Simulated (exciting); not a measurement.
# Electron–core-hole interaction in the Sr L₃ spectrum of SrCl2, part 2 of 3

Wanted: the near-edge spectrum and the bound core excitons at the Sr L₃ edge of SrCl2.

exciting sodium; X-ray absorption, core-level Bethe-Salpeter equation, exchange and statically screened direct term, Tamm-Dancoff, all-electron LAPW+lo PBE.

So far. Step 3 (A richer basis for the empty states): Against the first ground state the total energy moves by -9 meV an atom and the gap by -0.06 eV.

### 4. Screening, kernels and BSE for Sr atom 1

The absorber has 8 Cl at 3.02 Å (cubic, site symmetry m-3m).

Input file input.xml:

```
<input>
  <title>SrCl2</title>
  <structure speciespath="." autormt="false" epslat="1.0e-5">
    <crystal>
      <basevect>0.0000000000 6.5920261256 6.5920261256</basevect>
      <basevect>6.5920261256 0.0000000000 6.5920261256</basevect>
      <basevect>6.5920261256 6.5920261256 0.0000000000</basevect>
    </crystal>
    <species speciesfile="Sr.xml" rmt="2.464">
      <atom coord="0.0000000000 0.0000000000 0.0000000000"/>
    </species>
    <species speciesfile="Cl.xml" rmt="2.300">
      <atom coord="0.7500000000 0.7500000000 0.7500000000"/>
      <atom coord="0.2500000000 0.2500000000 0.2500000000"/>
    </species>
  </structure>
  <groundstate do="skip" xctype="GGA_PBE" ngridk="3 3 3" rgkmax="7" gmaxvr="14" nempty="8" swidth="0.001" maxscl="100" epsengy="1e-5"/>
  <xs xstype="BSE" ngridk="3 3 3" ngridq="3 3 3" vkloff="0.097 0.273 0.493" rgkmax="7" nempty="39" gqmax="3" lmaxapwwf="5" lmaxemat="3" broad="0.02536" tevout="true">
    <energywindow intv="69.077 70.694" points="439"/>
    <screening screentype="full" nempty="63"/>
    <BSE xas="true" xasspecies="1" xasatom="1" xasedge="L3" bsetype="singlet" nstlxas="1 35"/>
    <qpointset>
      <qpoint>0 0 0</qpoint>
    </qpointset>
    <plan>
      <doonly task="xsgeneigvec"/>
      <doonly task="writepmatxs"/>
      <doonly task="scrgeneigvec"/>
      <doonly task="scrwritepmat"/>
      <doonly task="screen"/>
      <doonly task="scrcoulint"/>
    </plan>
  </xs>
</input>
```

Input file input.xml for the exchange start (cutoff and plan only):

```
  gqmax="2"
  <plan>
    <doonly task="exccoulint"/>
  </plan>
```

Input file input.xml for the last start (plan only):

```
  <plan>
    <doonly task="bse"/>
  </plan>
```

Started as:

```bash
$ OMP_NUM_THREADS=1 mpirun -n 4 exciting
$ OMP_NUM_THREADS=1 mpirun -n 4 exciting
$ OMP_NUM_THREADS=4 exciting
```

Numbers of over 12 decimals in the logs are rounded to 6 here.

The log of the run:

```text
| EXCITING SODIUM started for task xsgeneigvec ( 301)                          =
One-shot GS runs for BSE calculations
One-shot GS runs for k+qmt/2 grids
Info(xsgeneigvec): Generating eigenvectors for Q-point      1
Info(xsgeneigvec): Generation of eigenvectors finished
| EXCITING SODIUM started for task writepmatxs ( 320)                          =
Info(writepmatxs): Momentum matrix elements finished
| EXCITING SODIUM started for task scrgeneigvec ( 401)                         =
One-shot GS runs for BSE calculations
One-shot GS runs for k+qmt/2 grids
Info(xsgeneigvec): Generating eigenvectors for Q-point      1
Using screening GS parameters.
Info(xsgeneigvec): Generation of eigenvectors finished
| EXCITING SODIUM started for task scrwritepmat ( 420)                         =
Info(writepmatxs): Momentum matrix elements finished
Info(scrwritepmat): Momentum matrix elements for screening finished
| EXCITING SODIUM started for task screen ( 430)                               =
Info(screenlauncher): Calculating screening for unshifted q-grid.
Info(screenlauncher): Number of q points:       4
Info(screenlauncher): lowest (partially)  unoccupied state:     13
Info(screenlauncher): highest (partially) occupied state  :     12
Info(screenlauncher): number of occupied states considered:   12
Info(screenlauncher): number of unoccupied states considered:   64
Info(screenlauncher): Starting loop over q-points
Info(screenlauncher): Screening for unshifted q-grid finished
Info(screenlauncher): Screening finished
| EXCITING SODIUM started for task scrcoulint ( 440)                           =
Info(scrcoulintlauncher): Setting up screened Coulomb interaction matrix W.
Info(scrcoulintlauncher): Using momentum transfer vectors from list :   1 to  1
Info(scrcoulintlauncher): Calculating screened Coulomb interaction matrix W
Info(scrcoulintlauncher): Momentum transfer list index: iqmt=  1
Info(scrcoulintlauncher): Momentum transfer: vqmtl=   0.000   0.000   0.000
Info(scrcoulintlauncher): Calculating RR block of W
Info(scrcoulint): Inspecting occupations...
Info(setranges_modxs): Number of non-reduced k-points:       27
Info(setranges_modxs): Number of states considered:       52
Info(setranges_modxs): Number of (partially) occupied states:       28
Info(setranges_modxs): Highest (partially) occupied states:       12
Info(setranges_modxs): Number of (partially) unoccupied states:       40
Info(setranges_modxs): Lowest (partially) unoccupied states:       13
Info(scrcoulint): Selecting transitions...
Info(select_transitions): Inspecting transitions in the  band interval:
  lowest occupied state:   7
  highest occupied state:  10
  lowest unoccupied state:  13
  highest unoccupied state:  47
  Opening gap with a scissor of:      0.000/H      0.000/eV
Info(select_transitions): Number of participating transitions:    3780
Info(scrcoulint): Size of file SCCLI will be about     0.110400 GB
Info(scrcoulint): Using q-grid
Info(scrcoulint): Number of reduced q-points:      4
Info(scrcoulint): Number of non-reduced q-points:     27
Info(scrcoulint): Calculating W(G1,G2,qr) fourier coefficients
Info(scrcoulint): Calculating W matrix elements
Info(scrcoulintlauncher): Screened coulomb interaction finished for iqmt=   1
| EXCITING SODIUM started for task exccoulint ( 441)                           =
Info(exccoulintlauncher): Setting up exchange interaction matrix V.
Info(exccoulintlauncher): Using momentum transfer vectors from list :   1 to  1
Info(exccoulintlauncher):Calculating exchange interaction matrix V
Info(exccoulintlauncher): Momentum transfer list index: iqmt=  1
Info(exccoulintlauncher): Momentum transfer: vqmtl=   0.000   0.000   0.000
Info(exccoulintlauncher): Calculating RR block of V
Info(exccoulint): Inspecting occupations...
Info(setranges_modxs): Number of non-reduced k-points:       27
Info(setranges_modxs): Number of states considered:       52
Info(setranges_modxs): Number of (partially) occupied states:       28
Info(setranges_modxs): Highest (partially) occupied states:       12
Info(setranges_modxs): Number of (partially) unoccupied states:       40
Info(setranges_modxs): Lowest (partially) unoccupied states:       13
Info(exccoulint): Selecting transitions...
Info(select_transitions): Inspecting transitions in the  band interval:
  lowest occupied state:   7
  highest occupied state:  10
  lowest unoccupied state:  13
  highest unoccupied state:  47
  Opening gap with a scissor of:      0.000/H      0.000/eV
Info(select_transitions): Number of participating transitions:    3780
Info(exccoulint): Size of file EXCLI will be about     0.110400 GB
Info(exccoulint): Generating plane wave matrix elements for momentum transfer iqmt=   1
  Timing (in seconds)	   :     223.341
Info(exccoulint): Generating V matrix elements
Info(exccoulint): Zeroing Coulomb potential at G+qmt index:  1
Info(exccoulintlauncher): Exchange interaction finished for iqmt=   1
| EXCITING SODIUM started for task bse ( 445)                                  =
Info(bselauncher): Init time:    0.529182
Info(bselauncher): Setting up and diagonalizing BSE Hamiltonian.
Info(bselauncher): Using momentum transfer vectors from list :   1 to  1
Info(bselauncher): Distributing qmt-points over   1 processes.
Info(bselauncher): BSE type: singlet
Info(bselauncher): Momentum transfer list index: iqmt=  1
Info(bselauncher): Momentum transfer: vqmtl=   0.000   0.000   0.000
Info(bse): Inspecting occupations...
Info(setranges_modxs): Number of non-reduced k-points:       27
Info(setranges_modxs): Number of states considered:       52
Info(setranges_modxs): Number of (partially) occupied states:       28
Info(setranges_modxs): Highest (partially) occupied states:       12
Info(setranges_modxs): Number of (partially) unoccupied states:       40
Info(setranges_modxs): Lowest (partially) unoccupied states:       13
Info(select_transitions): Inspecting transitions in the  band interval:
  lowest occupied state:   7
  highest occupied state:  10
  lowest unoccupied state:  13
  highest unoccupied state:  47
  Opening gap with a scissor of:      0.000/H      0.000/eV
Info(select_transitions): Number of participating transitions:    3780
Info(bse): Selecting transitions...
Info(bse):bsegap (eV):  1891.932428
Info(bse): Assembling BSE matrix
  RR/RA blocks of global BSE-Hamiltonian:
  Size of the Hamiltonian:    3780
  Number of k-points:      27
  Distributing matrix to   1 processes
  Local matrix shape   3780 x  3780
Info(bse): max local RAM needed for BSE matrices ~     0.212914 GB
Info(setup_bse_block): Setting up RR part of hamiltonian
Info(setup_bse_block): Singlet spin state
Info(bse): Diagonalizing RR Hamiltonian (TDA)
Info(bse): Invoking Lapack routine ZHEEVR
      3780 eigen solutions found in the interval:
         i1=       1 i2=    3780
Info(bse): Writing excition energies and oscillator strengths to text file.
Info(makespectrum_dist): Making spectrum using formula for coupling with time reversed AR basis.
Info(makespectrum_dist): Using formalism for vanishing momentum transfer.
Info(writederived): Writing quantities derived from the macroscopic dielectric function.
Info(bselauncher): Spectrum finished for iqmt=  1
Info(bselauncher): All done for BSE type singlet
```

Wall time 6.1 min (4 MPI ranks of Arm Neoverse V2, shared host).

Wall time by task: xsgeneigvec 3.6 s, writepmatxs 4.4 s, scrgeneigvec 2.4 s, scrwritepmat 2.4 s, screen 17 s, scrcoulint 75 s, exccoulint 3.8 min, bse 30 s.

The Sr L₃ spectrum of Sr atom 1 (energy from the Kohn–Sham onset, core level to the lowest empty state found on the meshes used, 1891.67 eV; the ground-state mesh sets it, and the shifted mesh has its lowest transition 0.26 eV above it; Im ε scaled to the maximum of the singlet run; cut below the end of the band set):

| E (eV) | Im ε |
| --- | --- |
| -8.5 | 0.02 |
| -8.0 | 0.03 |
| -7.5 | 0.04 |
| -7.0 | 0.05 |
| -6.5 | 0.06 |
| -6.0 | 0.09 |
| -5.5 | 0.13 |
| -5.0 | 0.21 |
| -4.5 | 0.39 |
| -4.0 | 0.71 |
| -3.5 | 0.91 |
| -3.0 | 0.98 |
| -2.5 | 0.63 |
| -2.0 | 0.33 |
| -1.5 | 0.20 |
| -1.0 | 0.14 |
| -0.5 | 0.10 |
| 0.0 | 0.09 |
| 0.5 | 0.08 |
| 1.0 | 0.08 |
| 1.5 | 0.07 |
| 2.0 | 0.07 |
| 2.5 | 0.07 |
| 3.0 | 0.08 |
| 3.5 | 0.09 |
| 4.0 | 0.09 |
| 4.5 | 0.10 |
| 5.0 | 0.10 |
| 5.5 | 0.09 |
| 6.0 | 0.09 |
| 6.5 | 0.08 |
| 7.0 | 0.07 |
| 7.5 | 0.08 |
| 8.0 | 0.09 |
| 8.5 | 0.09 |
| 9.0 | 0.09 |
| 9.5 | 0.07 |
| 10.0 | 0.06 |
| 10.5 | 0.06 |
| 11.0 | 0.06 |
| 11.5 | 0.06 |
| 12.0 | 0.06 |
| 12.5 | 0.07 |
| 13.0 | 0.09 |
| 13.5 | 0.12 |
| 14.0 | 0.11 |
| 14.5 | 0.09 |
| 15.0 | 0.07 |
| 15.5 | 0.06 |
| 16.0 | 0.05 |
| 16.5 | 0.06 |
| 17.0 | 0.06 |
| 17.5 | 0.05 |
| 18.0 | 0.05 |
| 18.5 | 0.05 |
| 19.0 | 0.06 |

Maxima (height): -3.1 eV (1.00) and 13.7 eV (0.12).

The Hamiltonian has 3780 rows. The lowest groups of eigenvalues and the brightest ones, on the scale above (the program counts from the shifted mesh's onset, 0.26 eV higher). Core spinors bring spin-forbidden partners, so dark means forbidden by spin or by symmetry, and the shifted mesh splits states that symmetry would keep together:

| energy (eV) | states within 10 meV | relative strength |
| --- | --- | --- |
| -3.834 | 2 | 0.65 |
| -3.821 | 4 | 0.71 |
| -3.807 | 2 | 0.0026 |
| -3.008 | 2 | 1.00 |
| -2.995 | 6 | 0.95 |
| -2.977 | 4 | 0.24 |
| -1.279 | 4 | 0.044 |
| 8.080 | 4 | 0.028 |

### 5. Independent particles

Changes to input.xml since step 4:

```diff
@@ -20,3 +20,3 @@
     <screening screentype="full" nempty="63"/>
-    <BSE xas="true" xasspecies="1" xasatom="1" xasedge="L3" bsetype="singlet" nstlxas="1 35"/>
+    <BSE xas="true" xasspecies="1" xasatom="1" xasedge="L3" bsetype="IP" nstlxas="1 35"/>
     <qpointset>
@@ -25,8 +25,3 @@
     <plan>
-      <doonly task="xsgeneigvec"/>
-      <doonly task="writepmatxs"/>
-      <doonly task="scrgeneigvec"/>
-      <doonly task="scrwritepmat"/>
-      <doonly task="screen"/>
-      <doonly task="scrcoulint"/>
+      <doonly task="bse"/>
     </plan>
```

Started as:

```bash
$ OMP_NUM_THREADS=4 exciting
```

The log of the run:

```text
| EXCITING SODIUM started for task bse ( 445)                                  =
Info(bselauncher): Init time:    0.690551
Info(bselauncher): Setting up and diagonalizing BSE Hamiltonian.
Info(bselauncher): Using momentum transfer vectors from list :   1 to  1
Info(bselauncher): Distributing qmt-points over   1 processes.
Info(bselauncher): BSE type: IP
Info(bselauncher): Momentum transfer list index: iqmt=  1
Info(bselauncher): Momentum transfer: vqmtl=   0.000   0.000   0.000
Info(bse): Inspecting occupations...
Info(setranges_modxs): Number of non-reduced k-points:       27
[...]
highest unoccupied state:  47
  Opening gap with a scissor of:      0.000/H      0.000/eV
Info(select_transitions): Number of participating transitions:    3780
Info(bse): Selecting transitions...
Info(bse):bsegap (eV):  1891.932428
Info(bse): IP requested, nothing much to do
Info(bse): Writing excition energies and oscillator strengths to text file.
Info(makespectrum_dist): Making spectrum using formula for coupling with time reversed AR basis.
Info(makespectrum_dist): Using formalism for vanishing momentum transfer.
Info(writederived): Writing quantities derived from the macroscopic dielectric function.
Info(bselauncher): Spectrum finished for iqmt=  1
Info(bselauncher): All done for BSE type IP
```

Elapsed: 1.5 s, on 4 threads.

Maxima (height): 2.6 eV (0.46), 8.3 eV (0.20), 10.5 eV (0.14) and 15.6 eV (0.19). The spectrum differs from the singlet run by 106 % r.m.s. Moving the earlier curve by +5.8 eV leaves 48 %. The highest maximum lies at 2.6 eV (0.46), against -3.1 eV (1.00).

### 6. Exchange alone

Changes to input.xml since step 5:

```diff
@@ -20,3 +20,3 @@
     <screening screentype="full" nempty="63"/>
-    <BSE xas="true" xasspecies="1" xasatom="1" xasedge="L3" bsetype="IP" nstlxas="1 35"/>
+    <BSE xas="true" xasspecies="1" xasatom="1" xasedge="L3" bsetype="RPA" nstlxas="1 35"/>
     <qpointset>
```

Started as:

```bash
$ OMP_NUM_THREADS=4 exciting
```

The log of the run:

```text
| EXCITING SODIUM started for task bse ( 445)                                  =
Info(bselauncher): Init time:    0.982350
Info(bselauncher): Setting up and diagonalizing BSE Hamiltonian.
Info(bselauncher): Using momentum transfer vectors from list :   1 to  1
Info(bselauncher): Distributing qmt-points over   1 processes.
Info(bselauncher): BSE type: RPA
Info(bselauncher): Momentum transfer list index: iqmt=  1
Info(bselauncher): Momentum transfer: vqmtl=   0.000   0.000   0.000
Info(bse): Inspecting occupations...
Info(setranges_modxs): Number of non-reduced k-points:       27
[...]
Info(setup_bse_block): Setting up RR part of hamiltonian
Info(setup_bse_block): Using RPA approximation
Info(bse): Diagonalizing RR Hamiltonian (TDA)
Info(bse): Invoking Lapack routine ZHEEVR
      3780 eigen solutions found in the interval:
         i1=       1 i2=    3780
Info(bse): Writing excition energies and oscillator strengths to text file.
Info(makespectrum_dist): Making spectrum using formula for coupling with time reversed AR basis.
Info(makespectrum_dist): Using formalism for vanishing momentum transfer.
Info(writederived): Writing quantities derived from the macroscopic dielectric function.
Info(bselauncher): Spectrum finished for iqmt=  1
Info(bselauncher): All done for BSE type RPA
```

Elapsed: 34 s, on 4 threads.

Maxima (height): 2.6 eV (0.46), 8.3 eV (0.20), 10.5 eV (0.14) and 15.6 eV (0.19). The spectrum is that of the independent-particle run within 1 %.

### 7. Direct term alone

Changes to input.xml since step 6:

```diff
@@ -20,3 +20,3 @@
     <screening screentype="full" nempty="63"/>
-    <BSE xas="true" xasspecies="1" xasatom="1" xasedge="L3" bsetype="RPA" nstlxas="1 35"/>
+    <BSE xas="true" xasspecies="1" xasatom="1" xasedge="L3" bsetype="triplet" nstlxas="1 35"/>
     <qpointset>
```

Started as:

```bash
$ OMP_NUM_THREADS=4 exciting
```

The log of the run:

```text
| EXCITING SODIUM started for task bse ( 445)                                  =
Info(bselauncher): Init time:    0.525949
Info(bselauncher): Setting up and diagonalizing BSE Hamiltonian.
Info(bselauncher): Using momentum transfer vectors from list :   1 to  1
Info(bselauncher): Distributing qmt-points over   1 processes.
Info(bselauncher): BSE type: triplet
Info(bselauncher): Momentum transfer list index: iqmt=  1
Info(bselauncher): Momentum transfer: vqmtl=   0.000   0.000   0.000
Info(bse): Inspecting occupations...
[...]
Info(setup_bse_block): Setting up RR part of hamiltonian
Info(setup_bse_block): Triplet spin state
Info(bse): Diagonalizing RR Hamiltonian (TDA)
Info(bse): Invoking Lapack routine ZHEEVR
      3780 eigen solutions found in the interval:
         i1=       1 i2=    3780
Info(bse): Writing excition energies and oscillator strengths to text file.
Info(makespectrum_dist): Making spectrum using formula for coupling with time reversed AR basis.
Info(makespectrum_dist): Using formalism for vanishing momentum transfer.
Info(writederived): Writing quantities derived from the macroscopic dielectric function.
Info(bselauncher): Spectrum finished for iqmt=  1
Info(bselauncher): All done for BSE type triplet
```

The job ended after 36 s (4 threads).

Maxima (height): -3.1 eV (1.00) and 13.7 eV (0.12). The spectrum is that of the singlet run within 1 %.

### 8. Local-field cutoff

Changed against the first singlet run: cutoff of the screened term (bohr⁻¹) from 3 to 4.

Changes to input.xml since step 7:

```diff
@@ -17,6 +17,6 @@
   <groundstate do="skip" xctype="GGA_PBE" ngridk="3 3 3" rgkmax="7" gmaxvr="14" nempty="8" swidth="0.001" maxscl="100" epsengy="1e-5"/>
-  <xs xstype="BSE" ngridk="3 3 3" ngridq="3 3 3" vkloff="0.097 0.273 0.493" rgkmax="7" nempty="39" gqmax="3" lmaxapwwf="5" lmaxemat="3" broad="0.02536" tevout="true">
+  <xs xstype="BSE" ngridk="3 3 3" ngridq="3 3 3" vkloff="0.097 0.273 0.493" rgkmax="7" nempty="39" gqmax="4" lmaxapwwf="5" lmaxemat="3" broad="0.02536" tevout="true">
     <energywindow intv="69.077 70.694" points="439"/>
     <screening screentype="full" nempty="63"/>
-    <BSE xas="true" xasspecies="1" xasatom="1" xasedge="L3" bsetype="triplet" nstlxas="1 35"/>
+    <BSE xas="true" xasspecies="1" xasatom="1" xasedge="L3" bsetype="singlet" nstlxas="1 35"/>
     <qpointset>
@@ -25,3 +25,5 @@
     <plan>
-      <doonly task="bse"/>
+      <doonly task="xsgeneigvec"/>
+      <doonly task="screen"/>
+      <doonly task="scrcoulint"/>
     </plan>
```

Input file input.xml for the exchange start (cutoff and plan only):

```
  gqmax="2"
  <plan>
    <doonly task="exccoulint"/>
  </plan>
```

Input file input.xml for the last start (plan only):

```
  <plan>
    <doonly task="bse"/>
  </plan>
```

Started as:

```bash
$ OMP_NUM_THREADS=1 mpirun -n 4 exciting
$ OMP_NUM_THREADS=1 mpirun -n 4 exciting
$ OMP_NUM_THREADS=4 exciting
```

The log of the run:

```text
| EXCITING SODIUM started for task xsgeneigvec ( 301)                          =
One-shot GS runs for BSE calculations
One-shot GS runs for k+qmt/2 grids
Info(xsgeneigvec): Generating eigenvectors for Q-point      1
Info(xsgeneigvec): Generation of eigenvectors finished
| EXCITING SODIUM started for task screen ( 430)                               =
Info(screenlauncher): Calculating screening for unshifted q-grid.
Info(screenlauncher): Number of q points:       4
Info(screenlauncher): lowest (partially)  unoccupied state:     13
[...]
Info(setup_bse_block): Setting up RR part of hamiltonian
Info(setup_bse_block): Singlet spin state
Info(bse): Diagonalizing RR Hamiltonian (TDA)
Info(bse): Invoking Lapack routine ZHEEVR
      3780 eigen solutions found in the interval:
         i1=       1 i2=    3780
Info(bse): Writing excition energies and oscillator strengths to text file.
Info(makespectrum_dist): Making spectrum using formula for coupling with time reversed AR basis.
Info(makespectrum_dist): Using formalism for vanishing momentum transfer.
Info(writederived): Writing quantities derived from the macroscopic dielectric function.
Info(bselauncher): Spectrum finished for iqmt=  1
Info(bselauncher): All done for BSE type singlet
```

It took 7.3 min on 4 MPI ranks.

Against the singlet run the r.m.s. difference is 7 %. The first bright state moves from -3.83 to -3.92 eV. The kernels miss the short-range part of the Coulomb interaction, its components above their cutoff.

| E (eV) | first run | this run |
| --- | --- | --- |
| -8.0 | 0.03 | 0.03 |
| -7.0 | 0.05 | 0.05 |
| -6.0 | 0.09 | 0.09 |
| -5.0 | 0.21 | 0.23 |
| -4.0 | 0.71 | 0.77 |
| -3.0 | 0.98 | 0.95 |
| -2.0 | 0.33 | 0.30 |
| -1.0 | 0.14 | 0.13 |
| 0.0 | 0.09 | 0.09 |
| 1.0 | 0.08 | 0.07 |
| 2.0 | 0.07 | 0.07 |
| 3.0 | 0.08 | 0.08 |
| 4.0 | 0.09 | 0.09 |
| 5.0 | 0.10 | 0.10 |
| 6.0 | 0.09 | 0.08 |
| 7.0 | 0.07 | 0.07 |
| 8.0 | 0.09 | 0.09 |
| 9.0 | 0.09 | 0.08 |
| 10.0 | 0.06 | 0.06 |
| 11.0 | 0.06 | 0.06 |
| 12.0 | 0.06 | 0.06 |
| 13.0 | 0.09 | 0.09 |
| 14.0 | 0.11 | 0.11 |
| 15.0 | 0.07 | 0.07 |
| 16.0 | 0.05 | 0.05 |
| 17.0 | 0.06 | 0.06 |
| 18.0 | 0.05 | 0.05 |
| 19.0 | 0.06 | 0.06 |

(Continued in part 3 of 3.)

[Banner, clock and machine lines of the logs are left out without a mark of their own.]

[Logs are printed without paths, hosts, clocks, repeated set-up lines and the standing remarks that a program may print on its own settings, such as how far it seeks lower states.]

[Hosts, paths, dates, database ids (printed as entryN), source tags and the programs' standing remarks are cut or masked in the printed files.]
